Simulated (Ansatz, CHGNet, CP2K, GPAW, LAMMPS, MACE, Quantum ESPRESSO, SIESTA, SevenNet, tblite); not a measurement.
**Other levels on amorphous 73P2O5-20PbO-7Al2O3 (mol %) (88 atoms)**

Density of this cell: 3.06 g/cm³. The cell holds 88 atoms: 22 P, 3 Pb, 2 Al and 61 O. Cell: a = 10.812 Å, b = 10.812 Å, c = 10.812 Å, α = 90.0°, β = 90.0°, γ = 90.0°. 88 atoms (22 P, 3 Sr, 2 Al, 61 O) placed at random at 2.63 g/cm³, melted at 5000 K for 10 ps at fixed volume with the Morse and Coulomb pair potential with partial charges (Pedone, Malavasi, Menziani, Cormack and Segre, J. Phys. Chem. B 110, 11780 (2006)). Quenched from 5000 K to 300 K at 10 K/ps and fixed volume, held 10 ps at zero pressure, then minimised at fixed cell. Then Sr was replaced by Pb and the cell scaled by 1.008 (the potential has no terms for the new elements, so the cell is a start for a DFT relaxation).

Geometry: as built.

The reference, a calculation:

```
method                                           : Kohn-Sham DFT, PBE, SSSP efficiency 1.3.0 pseudopotentials, plane waves (Quantum ESPRESSO 7.5); sssp-pbe-1.3.0-efficiency, cutoffs 60/480 Ry, Γ point
r.m.s. force component                           : 1.327 eV/Å
longest force                                    : 5.957 eV/Å
pressure                                         : -1.484 GPa
gap (highest filled to lowest empty level) : 0.8821 eV
time                                             : 3.6 min on 4 MPI ranks of Arm Neoverse V2, shared host
CPU time                                         : 14 min
```

Runs, in no order:
A. CP2K PBE, SZV-MOLOPT-SR, 600/50 Ry, OT DIIS: Kohn-Sham DFT, PBE, GTH-PBE pseudopotentials, Gaussian and plane waves, SZV-MOLOPT-SR-GTH, orbital transformation
B. tblite GFN1-xTB: GFN1-xTB tight binding, diagonalisation
C. SIESTA PBE, DZP, shift 0.01 Ry, mesh 500 Ry: Kohn-Sham DFT, PBE, PseudoDojo 0.4.1 norm-conserving pseudopotentials (converted to PSML), numerical atomic orbitals (DZP), diagonalisation
D. GPAW PBE, LCAO szp(dzp), h 0.18 Å: Kohn-Sham DFT, PBE, PAW, atomic orbitals (szp(dzp))
E. CP2K PBE, DZVP-MOLOPT-SR, 600/50 Ry, OT DIIS: Kohn-Sham DFT, PBE, GTH-PBE pseudopotentials, Gaussian and plane waves, DZVP-MOLOPT-SR-GTH, orbital transformation

Q: Order them from the smallest to the largest r.m.s. force difference.

E, C, B, D, A.

| run | Δ force, r.m.s. (meV/Å) | share of r.m.s. force (%) | CPU time |
| --- | --- | --- | --- |
| E. CP2K PBE, DZVP-MOLOPT-SR, 600/50 Ry, OT DIIS | 171 | 12.9 | 6.5 min |
| C. SIESTA PBE, DZP, shift 0.01 Ry, mesh 500 Ry | 245 | 18.4 | 4 min |
| B. tblite GFN1-xTB | 441 | 33.2 | 3.9 s |
| D. GPAW PBE, LCAO szp(dzp), h 0.18 Å | 698 | 52.6 | 1.7 min |
| A. CP2K PBE, SZV-MOLOPT-SR, 600/50 Ry, OT DIIS | 3046 | 229 | 6.8 min |

Periodic xTB results under one method name differ between programs and library versions. The network of bonds at the start is that of the classical potential that made the cell, and needn't be the one that DFT or experiment would give. The electronic-structure runs sample only Γ, in a cell whose shortest periodic width is 11 Å.

[Logs are printed without paths, hosts, clocks, repeated set-up lines and the standing remarks that a program may print on its own settings, such as how far it seeks lower states.]

[Hosts, paths, dates, database ids (printed as entryN), source tags and the programs' standing remarks are cut or masked in the printed files.]
